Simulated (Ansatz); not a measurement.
# Band gap of SrTiO3 (I4/mcm) from density functionals to GW, part 2 of 3

Aim: the gap of SrTiO3 (I4/mcm) at several levels of theory on one structure, with the time that each takes.

Ansatz 0.2.0; density functionals, hybrids and G0W0, plane waves, PAW. Known limits of the many-body steps: finite bands, screening cutoff and k mesh; no spin-orbit coupling in G0W0.

So far. Step 5 (PBE+SOC on the 6×6×6 mesh): Over mesh and listed points the gap is 1.888 eV, direct, at k = Γ. The pressure in this cell is 5 GPa; the cell is kept. PBE+SOC against PBE: 1.888 − 1.903 = −0.015 eV, with the same mesh, set of files (read in its fully relativistic form for the spin-orbit run) and cutoff, and both edges at the same k points.

In doubt: masses and optical values from hybrid runs of this build are listed as unsure (step 11), which bears on the screening that GW takes from such a start.

### 7. HSE06 on the 4×4×4 mesh

HSE06 mixes in a quarter of exact exchange at short range.

This step: DFT, HSE06, plane waves, PAW.

input.yaml reads:

```yaml
crystal:
  lattice:
    - [-2.7555, 2.7555, 3.898]
    - [2.7555, -2.7555, 3.898]
    - [2.7555, 2.7555, -3.898]
  atoms:
    - { symbol: Sr, position: [0.75, 0.25, 0.5] }
    - { symbol: Sr, position: [0.25, 0.75, 0.5] }
    - { symbol: Ti, position: [0.0, 0.0, 0.0] }
    - { symbol: Ti, position: [0.5, 0.5, 0.0] }
    - { symbol: O, position: [0.25, 0.25, 0.0] }
    - { symbol: O, position: [0.75, 0.75, 0.0] }
    - { symbol: O, position: [0.7451, 0.2451, 0.9902] }
    - { symbol: O, position: [0.2451, 0.2549, 0.5] }
    - { symbol: O, position: [0.2549, 0.7549, 0.0098] }
    - { symbol: O, position: [0.7549, 0.7451, 0.5] }
kpoints:
  mp_grid: { grid: [4, 4, 4] }
  band_path:
    path:
      - [0.0, 0.0, 0.0]
      - [0.0, 0.0, 0.5]
      - [0.25, 0.25, 0.25]
      - [0.0, 0.5, 0.0]
      - [0.5, 0.5, -0.5]
      - [0.37492725, 0.62507275, -0.37492725]
      - [-0.37492725, 0.37492725, 0.37492725]
      - [-0.24985449, 0.24985449, 0.5]
    npoints: 1
hamiltonian:
  xc: hse06
scf:
  occupations: { method: fixed }
  n_extra_bands: 7
output:
  eigenvalues: true
  write_density: true
  write_potential: true
  elf: true
  volumetric_format: npy
```

The run is started by

```
> ansatz run input.yaml --threads 3 --pin off --max-ram 92160MiB --backend cuda --events-out ev --progress --plain --runs-dir out --devices 1 --max-vram 13GiB  # rebuilt from the run's record
```

Numbers of over 12 decimals in the logs are rounded to 6 here.

Log:

```text
[...]
GPUs: using 1 of 1 available (devices: 1).
[...]
davidson cushion auto → on  (no smearing: the cushion is to keep the highest requested band from converging to the state above it; pin scf.eigensolver.cushion to override)
[...]
GPU FFT provider: cuFFT
GPU libraries: cuBLAS 13.8.2, cuFFT 12.4.0, cuSOLVER 12.3.4
Crystal: 10 atoms, lattice volume = 118.387 Å³
Basis set: ecut = 420 eV, 2277 PW (Γ)
[...]
Fermi energy:    9.047695 eV
[...]
--- Band table (eV; the first three rows and the last of 13) ---
  k-point 0: bands = [... 36 lower, 8.6805, 9.0412, 9.0477, 9.0477, 12.4072, 12.4072, 12.4082, 14.8512, ... 3 higher]
  k-point 1: bands = [... 36 lower, 8.3352, 8.4163, 8.4164, 9.0048, 12.4982, 13.5425, 13.5437, 14.8397, ... 3 higher]
  k-point 2: bands = [... 36 lower, 7.3588, 8.2592, 8.2595, 8.9622, 12.5942, 14.5399, 14.5411, 14.5535, ... 3 higher]
  k-point 12: bands = [... 36 lower, 7.3532, 8.2618, 8.2618, 8.9609, 12.5958, 14.5228, 14.5228, 14.5800, ... 3 higher]
[key lines of the parts left out:]
Free energy (F): -15512.397851 eV
```

It took 22 s on 1 × NVIDIA H100 80GB HBM3 (shared by 6 runs) with 3 threads of AMD EPYC 7R13 (Zen 3), shared host; peak memory 1.5 GiB.

Numbers from this step:

```
gap                     : 3.359 eV
valence top at          : Γ
conduction bottom at    : Γ
least direct gap        : 3.359 eV
exact-exchange fraction : 0.25
```

Over mesh and listed points the gap is 3.359 eV, direct, at k = Γ. HSE06 against PBE: 3.359 − 1.903 = +1.456 eV. The runs also differ in mesh (6×6×6 and 4×4×4), so how much of this comes from the functional alone is not known.

### 8. PBE0 on the 4×4×4 mesh

PBE0 mixes in a quarter of exact exchange at all distances.

This step: DFT, PBE0, plane waves, PAW.

input.yaml: that of step 7 with these lines changed.

```diff
@@ -30,3 +30,3 @@
 hamiltonian:
-  xc: hse06
+  xc: pbe0
 scf:
```

Log:

```text
[...]
GPUs: using 1 of 1 available (devices: 1).
[...]
GPU FFT provider: cuFFT
GPU libraries: cuBLAS 13.8.2, cuFFT 12.4.0, cuSOLVER 12.3.4
Crystal: 10 atoms, lattice volume = 118.387 Å³
Basis set: ecut = 420 eV, 2277 PW (Γ)
Bands: 47, of which v1, the nominal top of the filled ones, is band 40 counted from 1 (39 counted from 0)
Symmetry: 16 space group operations
[...]
k-points: 13 of 64
[...]
Fermi energy:    8.653534 eV
[...]
--- Band table (eV; the first three rows and the last of 13) ---
  k-point 0: bands = [... 36 lower, 8.3028, 8.6470, 8.6535, 8.6535, 12.7580, 12.7580, 12.7591, 15.2077, ... 3 higher]
  k-point 1: bands = [... 36 lower, 7.9367, 8.0349, 8.0351, 8.6083, 12.8504, 13.9133, 13.9145, 15.2045, ... 3 higher]
  k-point 2: bands = [... 36 lower, 6.9564, 7.8764, 7.8767, 8.5633, 12.9476, 14.9243, 14.9255, 14.9365, ... 3 higher]
  k-point 12: bands = [... 36 lower, 6.9507, 7.8790, 7.8790, 8.5621, 12.9492, 14.9068, 14.9068, 14.9643, ... 3 higher]
[key lines of the parts left out:]
Free energy (F): -15513.052694 eV
```

It took 24 s on 1 × NVIDIA H100 80GB HBM3 (shared by 6 runs) with 3 threads; peak memory 1.5 GiB; 47 s of CPU time.

This step gave:

```
gap                     : 4.104 eV
valence top at          : Γ
conduction bottom at    : Γ
least direct gap        : 4.104 eV
exact-exchange fraction : 0.25
```

Over mesh and listed points the gap is 4.104 eV, direct, at k = Γ. PBE0 against HSE06: 4.104 − 3.359 = +0.745 eV, with the same mesh, files and cutoff, and both edges at the same k points.

### 9. DDH-PBE0 on the 4×4×4 mesh

The input asks for a share of exact exchange of one over the crystal's ε∞, which the program works out first.

This step: DFT, dielectric-dependent PBE0 (fraction 1/eps_inf of PBE), plane waves, PAW.

input.yaml: that of step 8 with these lines changed.

```diff
@@ -16,2 +16,3 @@
     - { symbol: O, position: [0.7549, 0.7451, 0.5] }
+  host: atoms
 kpoints:
@@ -30,3 +31,6 @@
 hamiltonian:
-  xc: pbe0
+  xc:
+    exchange: pbe
+    correlation: pbe
+    exx: { coeff: inverse_dielectric }
 scf:
@@ -36,5 +40 @@
   eigenvalues: true
-  write_density: true
-  write_potential: true
-  elf: true
-  volumetric_format: npy
```

Log:

```text
[...]
the fraction of exact exchange is that of a crystal of Sr2Ti2O6
GPUs: using 1 of 1 available (devices: 1).
[...]
a weight of exact exchange comes from the crystal, and the text's number only plans the run
Solving k-mesh 4×4×4 for the fraction of exact exchange
[...]
Fermi energy:    9.173469 eV
[...]
--- Band table (eV; the first three rows and the last of 13) ---
  k-point 0: bands = [... 36 lower, 8.8273, 9.1671, 9.1735, 9.1735, 12.4563, 12.4563, 12.4572, 14.9171, ... 3 higher]
  k-point 1: bands = [... 36 lower, 8.4736, 8.5675, 8.5677, 9.1288, 12.5444, 13.5831, 13.5843, 14.8596, ... 3 higher]
  k-point 2: bands = [... 36 lower, 7.5255, 8.4171, 8.4174, 9.0843, 12.6371, 14.5469, 14.5480, 14.5579, ... 3 higher]
  k-point 12: bands = [... 36 lower, 7.5203, 8.4197, 8.4197, 9.0832, 12.6387, 14.5298, 14.5298, 14.5829, ... 3 higher]
[key lines of the parts left out:]
Free energy (F): -15511.453217 eV
```

Run time: 50 s. Hardware: 1 × NVIDIA H100 80GB HBM3 (shared by 6 runs) with 3 threads; peak memory 1.8 GiB.

This step gave:

```
gap                     : 3.283 eV
valence top at          : Γ
conduction bottom at    : Γ
least direct gap        : 3.283 eV
exact-exchange fraction : 0.1605
```

Over mesh and listed points the gap is 3.283 eV, direct, at k = Γ. DDH-PBE0 against PBE0: 3.283 − 4.104 = −0.821 eV, with the same mesh, files and cutoff, and both edges at the same k points.

### 10. G0W0@PBE, 4×4×4 mesh, 544 empty bands, screening to 160 eV

G0W0 replaces the xc potential by a self-energy built once from the orbitals of the start. Levels are corrected in the window of bands that the input names, at points of the mesh.

This step: G0W0 on PBE, plane waves, PAW.

input.yaml reads:

```yaml
crystal:
  lattice:
    - [-2.7555, 2.7555, 3.898]
    - [2.7555, -2.7555, 3.898]
    - [2.7555, 2.7555, -3.898]
  atoms:
    - { symbol: Sr, position: [0.75, 0.25, 0.5] }
    - { symbol: Sr, position: [0.25, 0.75, 0.5] }
    - { symbol: Ti, position: [0.0, 0.0, 0.0] }
    - { symbol: Ti, position: [0.5, 0.5, 0.0] }
    - { symbol: O, position: [0.25, 0.25, 0.0] }
    - { symbol: O, position: [0.75, 0.75, 0.0] }
    - { symbol: O, position: [0.7451, 0.2451, 0.9902] }
    - { symbol: O, position: [0.2451, 0.2549, 0.5] }
    - { symbol: O, position: [0.2549, 0.7549, 0.0098] }
    - { symbol: O, position: [0.7549, 0.7451, 0.5] }
kpoints:
  mp_grid: { grid: [4, 4, 4] }
hamiltonian:
  xc: pbe
scf:
  occupations: { method: fixed }
gw:
  n_empty_bands: 544
  ecut_chi: 160.0
  qp_bands: [v3, c3]
  qp_kpoints: band_edges
  screening: { model: contour_deformation }
```

Log:

```text
GPUs: using 1 of 1 available (devices: 1).
[...]
GPU FFT provider: cuFFT
GPU libraries: cuBLAS 13.8.2, cuFFT 12.4.0, cuSOLVER 12.3.4
Crystal: 10 atoms, lattice volume = 118.387 Å³
Basis set: ecut = 420 eV, 2277 PW (Γ)
Bands: 50, of which v1, the nominal top of the filled ones, is band 40 counted from 1 (39 counted from 0)
Symmetry: 16 space group operations
[...]
k-points: 13 of 64
[...]
1    39      9.4919   -26.1151     4.3738   -21.2823  0.7259     9.0286     9.0328  root
[...]
12    40      9.9871   -25.9020     4.6106   -20.8370  0.7180     9.5283     9.5327  root
    12    41     12.1427   -12.9723    -6.7588   -20.8926  0.7334    13.3324    13.3042  root
    12    42     13.8930   -14.8422    -7.1891   -23.2092  0.6915    15.1157    15.0710  root
    12    43     13.8930   -14.8422    -7.1891   -23.2092  0.6915    15.1157    15.0710  root
[key lines of the parts left out:]
SCF converged after 6 iterations
Free energy (F): -15508.913692 eV
Fermi energy:    10.073781 eV
```

Run time: 36 s. Hardware: 1 × NVIDIA H100 80GB HBM3 (shared by 6 runs) with 3 threads; peak memory 2.2 GiB; 57 s of CPU time.

Numbers from this step:

```yaml
bands_summed: 584
rpa_eps_infinity_on_this_mesh_eigenvalues: 6.136, 6.136, 6.137
plane_waves_in_the_screening_matrix: 537
g0w0_gap_over_the_corrected_points: 3.465 eV
k_of_the_valence_top: 0, 0, 0
k_of_the_conduction_bottom: 0, 0, 0
starting_gap_on_the_mesh: 1.901 eV
z_at_the_valence_top: 0.7186
z_at_the_conduction_bottom: 0.7402
least_direct_g0w0_gap_over_the_corrected_points: 3.465 eV
```

Over 11 of 13 irreducible mesh points the G0W0 gap is 3.465 eV, direct, at k = Γ. The PBE gap of this run on the mesh is 1.901 eV. The two states that bound the G0W0 gap lie that far apart at the start, so the correction of the gap is 3.465 − 1.901 = +1.564 eV.

### 11. G0W0@HSE06, 4×4×4 mesh, 252 empty bands, screening to 96 eV

This step: G0W0 on HSE06, plane waves, PAW.

input.yaml: that of step 10 with these lines changed.

```diff
@@ -19,3 +19,3 @@
 hamiltonian:
-  xc: pbe
+  xc: hse06
 scf:
@@ -23,4 +23,4 @@
 gw:
-  n_empty_bands: 544
-  ecut_chi: 160.0
+  n_empty_bands: 252
+  ecut_chi: 96
   qp_bands: [v3, c3]
```

Log:

```text
GPUs: using 1 of 1 available (devices: 1).
[...]
GPU FFT provider: cuFFT
GPU libraries: cuBLAS 13.8.2, cuFFT 12.4.0, cuSOLVER 12.3.4
Crystal: 10 atoms, lattice volume = 118.387 Å³
Basis set: ecut = 420 eV, 2277 PW (Γ)
Bands: 50, of which v1, the nominal top of the filled ones, is band 40 counted from 1 (39 counted from 0)
Symmetry: 16 space group operations
[...]
k-points: 13 of 64
[...]
1    38      8.4163   -26.1708     4.2516   -22.3291  0.7744     8.8243     8.8262  root
     1    39      8.4164   -26.1718     4.2517   -22.3302  0.7744     8.8246     8.8264  root
[...]
12    40      8.9609   -25.9894     4.4415   -21.9667  0.7682     9.3776     9.3797  root
    12    41     12.5958   -12.3489    -5.9994   -19.2030  0.7782    13.4595    13.4505  root
    12    42     14.5228   -14.2330    -6.3309   -21.4797  0.7453    15.4530    15.4386  root
    12    43     14.5228   -14.2330    -6.3309   -21.4797  0.7453    15.4530    15.4386  root
[key lines of the parts left out:]
Free energy (F): -15512.397851 eV
Fermi energy:    9.047666 eV
```

Run time: 52 s. Hardware: 1 × NVIDIA H100 80GB HBM3 (shared by 6 runs) with 3 threads; peak memory 2 GiB.

Numbers from this step:

```yaml
bands_summed: 292
rpa_eps_infinity_on_this_mesh_eigenvalues: 4.462, 4.462, 4.463
plane_waves_in_the_screening_matrix: 259
g0w0_gap_over_the_corrected_points: 3.760 eV
k_of_the_valence_top: 0, 0, 0
k_of_the_conduction_bottom: 0, 0, 0
starting_gap_on_the_mesh: 3.360 eV
z_at_the_valence_top: 0.7686
z_at_the_conduction_bottom: 0.7841
least_direct_g0w0_gap_over_the_corrected_points: 3.760 eV
```

Over 11 of 13 irreducible mesh points the G0W0 gap is 3.760 eV, direct, at k = Γ. The HSE06 gap of this run on the mesh is 3.360 eV. The two states that bound the G0W0 gap lie that far apart at the start, so the correction of the gap is 3.760 − 3.360 = +0.400 eV. G0W0@HSE06 against G0W0@PBE with 292 bands (a further run, in the table below): 3.760 − 3.449 = +0.311 eV, with the same mesh, files and cutoffs, and both edges at the same k points.

### 12. G0W0@r2SCAN, 4×4×4 mesh, 252 empty bands, screening to 96 eV

This step: G0W0 on r2SCAN, plane waves, PAW.

input.yaml: that of step 11 with these lines changed.

```diff
@@ -19,3 +19,3 @@
 hamiltonian:
-  xc: hse06
+  xc: r2scan
 scf:
```

Log:

```text
GPUs: using 1 of 1 available (devices: 1).
[...]
GPU FFT provider: cuFFT
GPU libraries: cuBLAS 13.8.2, cuFFT 12.4.0, cuSOLVER 12.3.4
Crystal: 10 atoms, lattice volume = 118.387 Å³
Basis set: ecut = 500 eV, 2975 PW (Γ), exchange–correlation on 180×180×180 points (64 copies of the dense FFT grid, shifted against one another)
Bands: 50, of which v1, the nominal top of the filled ones, is band 40 counted from 1 (39 counted from 0)
[...]
1    39      9.1357   -26.1615     4.5036   -21.7217  0.7439     9.1994     9.1994  root
[...]
12    40      9.6571   -25.9640     4.7249   -21.2952  0.7369     9.7131     9.7132  root
    12    41     12.1804   -12.8748    -6.4401   -20.5909  0.7455    13.4871    13.4563  root
    12    42     13.9142   -14.6680    -6.8326   -22.8813  0.7081    15.3495    15.2950  root
    12    43     13.9142   -14.6680    -6.8326   -22.8813  0.7081    15.3495    15.2950  root
[key lines of the parts left out:]
SCF converged after 8 iterations
Free energy (F): -15549.441870 eV
Fermi energy:    9.741598 eV
```

Wall time 17 s (1 × NVIDIA H100 80GB HBM3 (shared by 6 runs) with 3 threads); peak memory 1.7 GiB.

Numbers from this step:

* bands summed: 292
* RPA ε∞ on this mesh (eigenvalues): 5.434, 5.434, 5.434
* plane waves in the screening matrix: 259
* G0W0 gap over the corrected points: 3.443 eV
* k of the valence top: 0, 0, 0
* k of the conduction bottom: 0, 0, 0
* starting gap on the mesh: 2.281 eV
* Z at the valence top: 0.7375
* Z at the conduction bottom: 0.7516
* least direct G0W0 gap over the corrected points: 3.443 eV

Over 11 of 13 irreducible mesh points the G0W0 gap is 3.443 eV, direct, at k = Γ. The r2SCAN gap of this run on the mesh is 2.281 eV. The two states that bound the G0W0 gap lie that far apart at the start, so the correction of the gap is 3.443 − 2.281 = +1.162 eV. G0W0@r2SCAN against G0W0@HSE06 with 292 bands: 3.443 − 3.760 = −0.317 eV. The runs also differ in plane-wave cutoff (420 eV and 500 eV), so how much of this comes from the start alone is not known.

(Continued in part 3 of 3.)

[Paths, hosts, dates, memory and timing lines, banners, echoed tables and standing remarks are left out of the program output.]

[Logs are printed without paths, hosts, clocks, repeated set-up lines and the standing remarks that a program may print on its own settings, such as how far it seeks lower states.]

[Runs of the session that timed out or met a known fault of the program may be left out.]

[Cells called generated may have been cut or substituted from an entry of the Crystallography Open Database or the Materials Project.]

[Hosts, paths, dates, database ids (printed as entryN), source tags and the programs' standing remarks are cut or masked in the printed files.]

[Where an RPA ε∞ is given, it is that of the G0W0 mesh and is not shown converged in it. Names of k-points follow the symmetry that the program found, which can be lower than the space group named. Band edges on a path are those of the sampled points; other points can move an edge, and change direct to indirect where valleys lie close.]

[Hybrid gaps are those of their k-mesh and are not shown converged in it.]
